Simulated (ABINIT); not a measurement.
# MoS2 (P6_3/mmc): G0W0 in ABINIT against the bands in the screening

How does the gap of MoS2 (P6_3/mmc) converge in the bands in the screening?

Main program and level: ABINIT 10.8.3; PBE and many-body steps on it, plane waves.

Report form: the programs' logs are mostly left out.

The database entry behind the starting cell differs from later determinations by our own check (about 0.3 % long), so it need not match the best structure at ambient conditions.

### 1. Starting point

Symmetry: P6_3/mmc, No. 194, hexagonal system. The conventional cell has a = 3.169 Å, b = 3.169 Å, c = 12.324 Å, α = 90.00°, β = 90.00°, γ = 120.00°. Nearest to Mo lie 6 S at 2.41 Å. S has 3 Mo at 2.41 Å nearest. Farther neighbours and most contacts between anions are not listed.

The cell and positions come from the Crystallography Open Database and are kept as given unless a step says otherwise.

### 2. Screening, 6×6×1 mesh, 34 bands, screening to 130.6 eV

This step: ABINIT 10.8.3; RPA screening on PBE, plane waves, norm-conserving pseudopotentials.

The RPA dielectric matrix is built and inverted for each q.

Contents of run.abi:

```
acell 3*1.0 Angstrom
rprim 
  3.169000000004 -0.000000000001 0.000000000000
  -1.584500000001 2.744434504597 0.000000000000
  0.000000000000 0.000000000000 12.324000000000
ntypat 2
znucl 42 16
natom 6
typat 1 1 2 2 2 2
xred 
  0.333333333333 0.666666666667 0.250000000000
  0.666666666667 0.333333333333 0.750000000000
  0.333333333333 0.666666666667 0.623000000000
  0.666666666667 0.333333333333 0.123000000000
  0.333333333333 0.666666666667 0.877000000000
  0.666666666667 0.333333333333 0.377000000000
pp_dirpath "pseudos"
pseudos "Mo.upf, S.upf"
ecut 36
ngkpt 6 6 1
nshiftk 1
shiftk 0 0 0
kptopt 1
chksymbreak 0
istwfk *1
occopt 1
irdwfk 1
optdriver 3
nband 34
ecuteps 4.8
inclvkb 2
awtr 1
symchi 1
indata_prefix "in"
outdata_prefix "out"
tmpdata_prefix "tmp"
```

Started as:

```sh
> OMP_NUM_THREADS=1 mpirun -n 8 abinit run.abi > log
```

The job ended after 10 s (8 MPI ranks of Arm Neoverse V1, shared host; peak memory 1.9 GiB).

Numbers from this step:

```
ε∞ with local fields, on this mesh, along the program's q direction : 13.01
the same without local fields                                       : 14.62
plasma frequency                                                    : 25.86 eV
plane waves in the screening matrix                                 : 341
```

Local fields lower ε∞ by 11 %. On a Γ-centred mesh this coarse the value itself is usually too large, while a short band sum pulls it down.

### 3. 34 bands

This step: G0W0 on PBE, plane waves, norm-conserving pseudopotentials.

Edit run.abi of step 2 so:

```diff
@@ -27,8 +27,19 @@
 irdwfk 1
-optdriver 3
-nband 34
+optdriver 4
+nband 106
+gwcalctyp 0
+ecutsigx 36
+symsigma 1
+nkptgw 3
+kptgw 
+  0.0000000000 0.0000000000 0.0000000000
+  0.1666666667 0.1666666667 0.0000000000
+  0.3333333333 0.3333333333 0.0000000000
+bdgw 
+  25 28
+  25 28
+  25 28
 ecuteps 4.8
-inclvkb 2
-awtr 1
-symchi 1
+irdscr 1
+ppmodel 1
 indata_prefix "in"
```

Wall time 18 s (8 MPI ranks); peak memory 1.7 GiB.

Numbers from this step:

| Item | Value |
| --- | --- |
| G0W0 gap on the points computed | 1.331 eV |
| starting gap on the mesh | 0.8887 eV |
| k of the valence top | 0, 0, 0 |
| k of the conduction bottom | 0.1667, 0.1667, 0 |
| Z at the valence top | 0.732 |
| Z at the conduction bottom | 0.743 |
| least direct G0W0 gap on the computed points | 2.151 eV |

### 4. Screening, 6×6×1 mesh, 44 bands, screening to 130.6 eV

This step: RPA screening on PBE, plane waves, norm-conserving pseudopotentials.

Edit run.abi of step 3 so:

```diff
@@ -27,19 +27,8 @@
 irdwfk 1
-optdriver 4
-nband 106
-gwcalctyp 0
-ecutsigx 36
-symsigma 1
-nkptgw 3
-kptgw 
-  0.0000000000 0.0000000000 0.0000000000
-  0.1666666667 0.1666666667 0.0000000000
-  0.3333333333 0.3333333333 0.0000000000
-bdgw 
-  25 28
-  25 28
-  25 28
+optdriver 3
+nband 44
 ecuteps 4.8
-irdscr 1
-ppmodel 1
+inclvkb 2
+awtr 1
+symchi 1
 indata_prefix "in"
```

It took 18 s on 8 MPI ranks; peak memory 1.9 GiB.

This step gave:

| Property | Result |
| --- | --- |
| ε∞ with local fields, on this mesh, along the program's q direction | 14.15 |
| the same without local fields | 15.97 |
| plasma frequency | 25.86 eV |
| plane waves in the screening matrix | 341 |

### 5. 44 bands

The self-energy is evaluated for the states that the input lists, and the levels follow from it, in one-shot runs by the linearised quasiparticle equation.

This step: G0W0 on PBE, plane waves, norm-conserving pseudopotentials.

Edit run.abi of step 4 so:

```diff
@@ -27,8 +27,19 @@
 irdwfk 1
-optdriver 3
-nband 44
+optdriver 4
+nband 106
+gwcalctyp 0
+ecutsigx 36
+symsigma 1
+nkptgw 3
+kptgw 
+  0.0000000000 0.0000000000 0.0000000000
+  0.1666666667 0.1666666667 0.0000000000
+  0.3333333333 0.3333333333 0.0000000000
+bdgw 
+  25 28
+  25 28
+  25 28
 ecuteps 4.8
-inclvkb 2
-awtr 1
-symchi 1
+irdscr 1
+ppmodel 1
 indata_prefix "in"
```

The job ended after 18 s (8 MPI ranks; peak memory 1.7 GiB).

Numbers from this step:

```yaml
g0w0_gap_on_the_points_computed: 1.240 eV
starting_gap_on_the_mesh: 0.8887 eV
k_of_the_valence_top: 0, 0, 0
k_of_the_conduction_bottom: 0.1667, 0.1667, 0
z_at_the_valence_top: 0.761
z_at_the_conduction_bottom: 0.771
least_direct_g0w0_gap_on_the_computed_points: 2.151 eV
```

The gap on the mesh goes from 0.89 eV to 1.24 eV, a correction of +0.35 eV.

### 6. Screening, 6×6×1 mesh, 106 bands, screening to 130.6 eV

This step: RPA screening on PBE, plane waves, norm-conserving pseudopotentials.

Edit run.abi of step 5 so:

```diff
@@ -27,19 +27,8 @@
 irdwfk 1
-optdriver 4
+optdriver 3
 nband 106
-gwcalctyp 0
-ecutsigx 36
-symsigma 1
-nkptgw 3
-kptgw 
-  0.0000000000 0.0000000000 0.0000000000
-  0.1666666667 0.1666666667 0.0000000000
-  0.3333333333 0.3333333333 0.0000000000
-bdgw 
-  25 28
-  25 28
-  25 28
 ecuteps 4.8
-irdscr 1
-ppmodel 1
+inclvkb 2
+awtr 1
+symchi 1
 indata_prefix "in"
```

It took 50 s on 8 MPI ranks; peak memory 2.4 GiB.

Numbers from this step:

```
ε∞ with local fields, on this mesh, along the program's q direction : 14.48
the same without local fields                                       : 16.28
plasma frequency                                                    : 25.86 eV
plane waves in the screening matrix                                 : 341
```

### 7. 106 bands

This step: G0W0 on PBE, plane waves, norm-conserving pseudopotentials.

Edit run.abi of step 6 so:

```diff
@@ -27,8 +27,19 @@
 irdwfk 1
-optdriver 3
+optdriver 4
 nband 106
+gwcalctyp 0
+ecutsigx 36
+symsigma 1
+nkptgw 3
+kptgw 
+  0.0000000000 0.0000000000 0.0000000000
+  0.1666666667 0.1666666667 0.0000000000
+  0.3333333333 0.3333333333 0.0000000000
+bdgw 
+  25 28
+  25 28
+  25 28
 ecuteps 4.8
-inclvkb 2
-awtr 1
-symchi 1
+irdscr 1
+ppmodel 1
 indata_prefix "in"
```

It took 18 s on 8 MPI ranks; peak memory 1.7 GiB; 2.4 min of CPU time.

This step gave:

```
G0W0 gap on the points computed              : 1.192 eV
starting gap on the mesh                     : 0.8887 eV
k of the valence top                         : 0, 0, 0
k of the conduction bottom                   : 0.1667, 0.1667, 0
least direct G0W0 gap on the computed points : 2.183 eV
```

Against the run before, the gap moves by −0.048 eV.

### 8. Screening, 6×6×1 mesh, 213 bands, screening to 130.6 eV

This step: RPA screening on PBE, plane waves, norm-conserving pseudopotentials.

Edit run.abi of step 7 so:

```diff
@@ -27,19 +27,8 @@
 irdwfk 1
-optdriver 4
-nband 106
-gwcalctyp 0
-ecutsigx 36
-symsigma 1
-nkptgw 3
-kptgw 
-  0.0000000000 0.0000000000 0.0000000000
-  0.1666666667 0.1666666667 0.0000000000
-  0.3333333333 0.3333333333 0.0000000000
-bdgw 
-  25 28
-  25 28
-  25 28
+optdriver 3
+nband 213
 ecuteps 4.8
-irdscr 1
-ppmodel 1
+inclvkb 2
+awtr 1
+symchi 1
 indata_prefix "in"
```

Run time: 1.9 min. Hardware: 8 MPI ranks; peak memory 2.9 GiB.

Numbers from this step:

| Property | Result |
| --- | --- |
| ε∞ with local fields, on this mesh, along the program's q direction | 14.54 |
| the same without local fields | 16.30 |
| plasma frequency | 25.86 eV |
| plane waves in the screening matrix | 341 |

### 9. 213 bands

This step: G0W0 on PBE, plane waves, norm-conserving pseudopotentials.

Edit run.abi of step 8 so:

```diff
@@ -27,8 +27,19 @@
 irdwfk 1
-optdriver 3
-nband 213
+optdriver 4
+nband 106
+gwcalctyp 0
+ecutsigx 36
+symsigma 1
+nkptgw 3
+kptgw 
+  0.0000000000 0.0000000000 0.0000000000
+  0.1666666667 0.1666666667 0.0000000000
+  0.3333333333 0.3333333333 0.0000000000
+bdgw 
+  25 28
+  25 28
+  25 28
 ecuteps 4.8
-inclvkb 2
-awtr 1
-symchi 1
+irdscr 1
+ppmodel 1
 indata_prefix "in"
```

The job ended after 18 s (8 MPI ranks; peak memory 1.7 GiB; 2.4 min of CPU time).

This step gave:

```
G0W0 gap on the points computed              : 1.179 eV
starting gap on the mesh                     : 0.8887 eV
k of the valence top                         : 0, 0, 0
k of the conduction bottom                   : 0.1667, 0.1667, 0
least direct G0W0 gap on the computed points : 2.189 eV
```

Against the run before, the gap moves by −0.013 eV.

### 10. Side by side

Times are wall times on 8 MPI ranks of Arm Neoverse V1, shared host, good to a factor of about two. A run's time includes the screening step that it read.

```
      run   mesh  bands  screening cutoff (eV)  DFT gap (eV)  gap on the mesh (eV)  direct (eV)  ε∞ used     time
 34 bands  6×6×1    106                  130.6         0.889                 1.331        2.151    13.01     28 s
 44 bands  6×6×1    106                  130.6         0.889                 1.240        2.151    14.15     36 s
106 bands  6×6×1    106                  130.6         0.889                 1.192        2.183    14.48     68 s
213 bands  6×6×1    106                  130.6         0.889                 1.179        2.189    14.54  2.2 min
```

### 11. Outcome

| Quantity | Value |
| --- | --- |
| 34 bands | 1.331 eV |
| 44 bands | 1.240 eV |
| 106 bands | 1.192 eV |
| 213 bands | 1.179 eV |
| known limits | not at the basis limit; no spin-orbit coupling; coarse k mesh |

What this shows: The setting moved: bands in the screening. From 34 bands to 213 bands the gap moves by −0.15 eV, for 4.7 times the time. The last step still moves it by −0.013 eV. Bands and screening cutoff are coupled, so a series along one setting does not show full convergence. Bands and cutoff are finite, so the gap is not at the basis limit. The miss can reach some tenths of an eV and take either sign; the mesh is an error of its own. In the first G0W0 run levels were corrected at 3 k points alone, so a gap called «on the mesh» is the least over those, and an edge elsewhere would be missed. The 6×6×1 mesh is coarse for this cell, which bears on the long-range parts of exchange and screening. The many-body steps are scalar-relativistic: spin-orbit coupling is not in them.

[Paths, hosts, dates, memory and timing lines, banners, echoed tables and standing remarks are left out of the program output.]

[Logs are printed without paths, hosts, clocks, repeated set-up lines and the standing remarks that a program may print on its own settings, such as how far it seeks lower states.]

[Runs of the session that timed out or met a known fault of the program may be left out.]

[No measured gap is set beside runs whose start may be inverted or whose files or cutoffs have a known fault.]

[Hosts, paths, dates, database ids (printed as entryN), source tags and the programs' standing remarks are cut or masked in the printed files.]

[G0W0 gaps are taken among the corrected bands and points alone; a level outside them can change the order at an edge.]

[Where Ansatz stands beside ABINIT at settings called matched, ABINIT's density can come from a denser mesh and the files from another edition; pairs whose starting gaps differed by over 0.03 eV were left out, so agreement reads better than it is.]
